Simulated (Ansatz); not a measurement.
# A hypothetical structure for TlGa2FeN2, part 2 of 2

Starting from a made-up structure for TlGa2FeN2, the aim is the relaxed cell, its shortest contacts and, where a second run follows, its electronic structure.

Ansatz 0.2.0; DFT, PBEsol, plane-wave PAW, files of the set soft_1, scalar-relativistic, ferromagnetic start, cell and ions relaxed at zero pressure; PAW set soft_1 (the session's first sound run).

So far: Starting point; Relaxing cell and atoms. The relaxed cell has a = 3.419, c = 6.978 Å (conventional setting).

**3. Bands of the relaxed cell**

With the geometry fixed, one more self-consistent run, with a narrower smearing and the mesh shown in its input, gives the bands, and its pressure, and its forces where symmetry allows any, show how far the geometry depends on these settings.

This step: DFT, PBEsol, plane-wave PAW, files of the set soft_1, scalar-relativistic, ferromagnetic start, bands and density of states at the relaxed cell; PAW set soft_1 (Ansatz 0.2.0).

The input, input.yaml:

```yaml
crystal:
  lattice:
    - [3.4192386207, 0.0, 0.0]
    - [0.0, 3.4192386207, 0.0]
    - [0.0, 0.0, 6.9783618722]
  atoms:
    - { symbol: Tl, position: [0.5, 0.5, 0.0] }
    - { symbol: Ga, position: [0.0, 0.5, 0.6366028216] }
    - { symbol: Ga, position: [0.5, 0.0, 0.3633971784] }
    - { symbol: Fe, position: [0.0, 0.0, 0.0], spin: 2.2 }
    - { symbol: "N", position: [0.0, 0.5, 0.3579269609] }
    - { symbol: "N", position: [0.5, 0.0, 0.6420730391] }
magnetization:
  spin_polarized: true
kpoints:
  mp_grid: { grid: [10, 10, 6] }
  band_path:
    path:
      - [[0.0, 0.0, 0.0], [0.0, 0.5, 0.0], [0.5, 0.5, 0.0], [0.0, 0.0, 0.0], [0.0, 0.0, 0.5], [0.0, 0.5, 0.5], [0.5, 0.5, 0.5], [0.0, 0.0, 0.5]]
      - [[0.0, 0.5, 0.0], [0.0, 0.5, 0.5]]
      - [[0.5, 0.5, 0.0], [0.5, 0.5, 0.5]]
    npoints: 8
scf:
  occupations: { method: fermi_dirac, width: 0.03 }
  n_extra_bands: 12
hamiltonian:
  xc: pbesol
  pseudopotentials: { kind: paw, azcp: { folder: soft_1 }, xc_functional: pbe }
output:
  forces: true
  stress: true
  write_bands: true
  dos: { projected: true }
  write_density: true
  write_potential: true
  elf: true
  volumetric_format: npy
```

Launch:

```console
ansatz run input.yaml --threads 4 --pin off --max-ram 10240MiB --backend cpu --events-out ev --progress --plain --runs-dir out
```

Numbers of over 12 decimals in the logs are rounded to 6 here.

What it wrote:

```text
[...]
Crystal: 6 atoms, lattice volume = 81.585 Å³
Basis set: ecut = 420 eV, 1595 PW (Γ), exchange–correlation on 48×48×96 points (8 copies of the dense FFT grid, shifted against one another)
Bands: 45, of which v1, the nominal top of the filled ones, is band 33 counted from 1 (32 counted from 0)
Symmetry: 8 space group operations
[...]
k-points: 84 of 600 (time reversal used)
[...]
Starting moments: Σ|m| = 2.2 μB on 1 of 6 sites
[...]
SCF iter   1: F=—  HF=-23984.608830 eV  |F-HF|=—  |Δ(HF+E_count)|=         —  Δρ=3.73e-2 (↑3.31e-2 ↓3.73e-2)  dr2=9.97e0  dr2_m=1.61e-1  M=2.361 μB ∫|m|=2.606 μB  β_m=0.30  ethr=3.10e-3  ⟨swp⟩=6.0  Hψ=29121  notcnv=0  defer=19
[...]
SCF iter  15: F=-23984.893574 eV  HF=-23984.893574 eV  |F-HF|=3.70e-8  |Δ(HF+E_count)|=   6.12e-9  Δρ=4.81e-6 (↑1.35e-6 ↓4.81e-6)  dr2=4.05e-8  dr2_m=2.54e-9  M=2.291 μB ∫|m|=2.702 μB  ethr=6.72e-11  ⟨swp⟩=11.4  Hψ=46825  notcnv=0
SCF 1 converged in 15 iterations: F = -23984.893574 eV  dr2 = 4.05e-8
[...]
NSCF: frozen V_eff on 75 k-points
SCF converged after 15 iterations
Magnetization: 2.2909 μB (33.6455 up, 31.3545 down)
Absolute magnetization: 2.7006 μB (∫|ρ↑−ρ↓|, with the PAW one-centre terms)
[...]
Per-site moments (μB) at R_I (Å): [(-0.027852, 0.997329), (-0.0086452, 0.802189), (-0.0086452, 0.802189), (2.253273, 0.997329), (0.037742, 0.802189), (0.037742, 0.802189)]
Free energy (F): -23984.893574 eV
[...]
Internal energy: -23984.883590 eV  (E = F + TS)
E sigma→0 (E₀):  -23984.888582 eV
Entropy (-TS):   -0.009984 eV (-1.664 meV/atom)
Fermi energy:    12.328390 eV
[...]
--- Forces (eV/Å), atoms counted from 1 ---
  atom   1  Tl    -0.00000000     0.00000000     0.00000000
  atom   2  Ga     0.00000000     0.00000000    -0.00583550
  atom   3  Ga     0.00000000    -0.00000000     0.00583550
  atom   4  Fe    -0.00000000     0.00000000     0.00000000
  atom   5  N      0.00000000     0.00000000     0.01453572
  atom   6  N      0.00000000    -0.00000000    -0.01453572
  max |Σ_I F_I| component: 4.24e-17 eV/Å
--- Stress (GPa, compression-positive) ---
        0.008772       0.000000      -0.000000
        0.000000       0.008772       0.000000
       -0.000000       0.000000       0.157598
  P = ⅓ Tr σ = 0.0584 GPa (0.584 kbar)
--- Band table (eV; the first three rows and the last of 168) ---
  k-point 0 ↑: bands = [... 29 lower, 10.2623, 11.3518, 11.3518, 11.3867, 12.9512, 12.9593, 14.5216, 16.5690, ... 8 higher]
  k-point 1 ↑: bands = [... 29 lower, 10.3141, 11.2911, 11.2911, 11.3867, 11.9349, 13.2916, 15.3164, 16.5575, ... 8 higher]
  k-point 2 ↑: bands = [... 29 lower, 10.4419, 11.0724, 11.1452, 11.1452, 11.3867, 13.2368, 16.5346, 16.5359, ... 8 higher]
  k-point 83 ↓: bands = [... 29 lower, 10.5502, 12.0667, 12.0667, 12.8437, 13.1145, 13.5720, 13.5720, 15.1083, ... 8 higher]
```

Run time: 37 s. Hardware: 4 threads of Arm Neoverse V1, shared host; peak memory 0.71 GiB.

In the SCF lines HF is the Harris–Foulkes energy and dr2 the Hartree energy of the density residual, in eV; the loop may stop once dr2 is under the threshold and the program's other checks hold. Hψ counts applications of the Hamiltonian.

Numbers from this step:

```
free energy             : -23984.8936 eV
energy at zero smearing : -23984.8886 eV
smearing term TS        : 0.009984 eV
magnetization           : 2.291 μB
absolute magnetization  : 2.701 μB
site moments            : -0.02785, -0.008645, -0.008645, 2.253, 0.03774, 0.03774 μB
pressure                : 0.05838 GPa
```

From bands.tsv, the bands that come nearest the Fermi level along the path, at its corners, in eV from the Fermi level:

| point | band_33_up | band_34_up | band_28_dn | band_29_dn | band_30_dn | band_31_dn | band_32_dn | band_33_dn |
| --- | --- | --- | --- | --- | --- | --- | --- | --- |
| Γ | 0.62 | 0.63 | -1.21 | -0.51 | 0.27 | 0.27 | 0.67 | 0.96 |
| X | -0.10 | 1.41 | -1.21 | -1.04 | -0.82 | -0.03 | 0.35 | 0.92 |
| M | -1.73 | 1.38 | -3.18 | -3.07 | 0.11 | 0.11 | 0.51 | 0.53 |
| Γ | 0.62 | 0.63 | -1.21 | -0.51 | 0.27 | 0.27 | 0.67 | 0.96 |
| Z | -0.94 | 0.86 | -1.23 | -0.07 | 0.19 | 0.19 | 0.39 | 0.67 |
| R | -1.14 | 2.30 | -1.27 | -1.11 | -0.14 | 0.06 | 0.07 | 0.39 |
| A | -0.91 | 0.63 | -1.78 | -1.78 | -0.26 | -0.26 | 0.52 | 0.79 |
| Z | -0.94 | 0.86 | -1.23 | -0.07 | 0.19 | 0.19 | 0.39 | 0.67 |
| X | -0.10 | 1.41 | -1.21 | -1.04 | -0.82 | -0.03 | 0.35 | 0.92 |
| R | -1.14 | 2.30 | -1.27 | -1.11 | -0.14 | 0.06 | 0.07 | 0.39 |
| M | -1.73 | 1.38 | -3.18 | -3.07 | 0.11 | 0.11 | 0.51 | 0.53 |
| A | -0.91 | 0.63 | -1.78 | -1.78 | -0.26 | -0.26 | 0.52 | 0.79 |

Site moment by atom:

```
atom  site moment (μB)
 Tl1             -0.03
 Ga2             -0.01
 Ga3             -0.01
 Fe4              2.25
  N5              0.04
  N6              0.04
```

Spin density in the ac plane at fractional y = 0.000, with atoms of Ga and Fe and N within 0.2 Å of it.

Ten even steps from '0' (0.0 e/Å³) to '9' (4.4 e/Å³), each cell a mean:
```
75200000000025
32000000000012
00000000000000
00000000000000
00000000000000
00000000000000
00000000000000
00000000000000
00000000000000
00000000000000
00000000000000
00000000000000
00000000000000
00000000000000
00000000000000
00000000000000
00000000000000
00000000000000
00000000000000
00000000000000
00000000000000
21000000000001
64100000000024
96200000000137
```
Columns run along a (3.4 Å), rows up along c (7.0 Å). Atoms in or near the plane, at fractional coordinates: Ga at (0.50, 0.36), Fe at (0.00, 0.00), N at (0.50, 0.64).

ELF of down spins in the ac plane at fractional y = 0.000, with atoms of Ga and Fe and N within 0.2 Å of it. It is the smooth field of the valence electrons, not physical close to the nuclei.

Ten even steps from '_' (0.02) to '@' (0.91), each cell a mean:
```
@@##==....::------::..::++%%
++==::....::------::....--==
________..............______
________..............______
____....::----------::..____
__..::--++####%%##**++--....
....--++%%%%%%%%%%%%##++::..
....--**%%%%++--**%%%%++--..
__..--**%%##--..==##%%++::..
__..::++##%%##**##%%##==::__
____..--**##%%%%%%##++--..__
____..::--==++++++==--..____
____....::::::::::::::..____
____....::..______..::....__
__....::..__________::......
......::..__________::::....
....::::::..______..::::....
....::::::::::::::::::::::..
__....----------------::..__
____..::--==========--::____
______..::--======--::..____
--::......--------::....::::
%%##==....::------::....==##
@@%%++....::--==--::__::++@@
```
Columns run along a (3.4 Å), rows up along c (7.0 Å). Atoms in or near the plane, at fractional coordinates: Ga at (0.50, 0.36), Fe at (0.00, 0.00), N at (0.50, 0.64).

Electrostatic potential energy in the ac plane at fractional y = 0.000, with atoms of Ga and Fe and N within 0.2 Å of it. With pseudopotentials it is smooth inside the atoms' cores, unlike the true potential.

Values in eV, 24 rows by 14 columns, each cell a mean:
```
-42 -41 -33 -12   6  11  13  13  13  11   3 -18 -35 -41
-36 -31 -19  -1  10  13  14  14  14  12   8  -5 -22 -33
-10  -5   3  10  13  14  15  15  15  14  12   8   1  -7
  8  10  11  13  15  15  16  16  16  15  14  13  11   9
 13  14  15  15  16  16  16  15  16  16  16  15  14  14
 15  15  16  16  15  14  10   8  11  14  16  16  16  15
 15  15  16  15  12   0 -13 -18 -11   3  13  16  16  15
 15  15  15  14   3 -19 -35 -40 -33 -14   8  15  15  15
 15  15  15  14   1 -23 -39 -42 -37 -19   6  14  15  15
 15  15  15  14   7 -11 -27 -33 -25  -7  10  14  15  15
 15  15  15  14  12   5  -4  -8  -2   7  13  15  15  15
 15  15  14  13  11   7   5   4   5   8  11  14  15  15
 15  15  13  10   5   3   6   8   5   3   6  11  14  15
 15  14  12   5   3  16  29  31  27  13   2   7  12  14
 15  14  11   3   8  26  31  31  31  23   4   5  11  14
 15  14  11   3   7  25  31  31  31  22   4   5  12  14
 15  14  12   6   3  13  24  27  23  10   2   8  13  15
 15  15  13  10   5   2   4   6   4   2   6  11  14  15
 14  14  14  13  11   8   6   5   6   9  11  13  14  14
 11  11  12  13  13  12  12  12  12  12  13  13  12  11
 -3   0   6  10  12  13  14  14  14  13  12  10   5  -1
-28 -23 -11   4  11  13  14  14  14  13  10   0 -14 -24
-42 -40 -30 -10   7  12  13  14  13  11   4 -15 -33 -41
-42 -42 -36 -16   5  11  13  13  13  11   1 -22 -38 -42
```
Columns run along a (3.4 Å; values clipped at the 3rd and 97th percentile), rows up along c (7.0 Å). Atoms in or near the plane, at fractional coordinates: Ga at (0.50, 0.36), Fe at (0.00, 0.00), N at (0.50, 0.64).

**4. What came out**

- space group, relaxed: P-4m2
- conventional cell: a = 3.419, b = 3.419, c = 6.978 Å; α = 90.0°, β = 90.0°, γ = 90.0°
- volume per atom: 13.60 Å³ (guess 14.46)
- total moment: 2.27 μB in the cell of 6 atoms

What this shows: TlGa2FeN2 relaxes to P-4m2 with a = 3.419, b = 3.419 and c = 6.978 Å. The guessed volume was 6 % too large. The space group P-4m2 was held in the relaxation, so the end point is a stationary structure within it and may be a saddle against distortions or other arrangements. The input starts from parallel moments, and no other start was typed. Bands cross the Fermi level, so it is a metal or semimetal at this level. On the 10×10×6 mesh with the narrower smearing (relaxed on 7×7×5) the largest force component is 0.015 eV/Å and the largest stress component is 0.158 GPa, against the relaxation's thresholds of 0.015 eV/Å and 0.05 GPa. The cutoff wasn't tested. A vector of the cell changed its length by 12 %, more than the volume shows. Spin-orbit coupling is left out, which can matter for elements this heavy. No dispersion term is used, so weakly bound directions may come out too long. Nothing here tests whether the compound is stable against decomposition.

[Logs are printed without paths, hosts, clocks, repeated set-up lines and the standing remarks that a program may print on its own settings, such as how far it seeks lower states.]

[Hosts, paths, dates, database ids (printed as entryN), source tags and the programs' standing remarks are cut or masked in the printed files.]
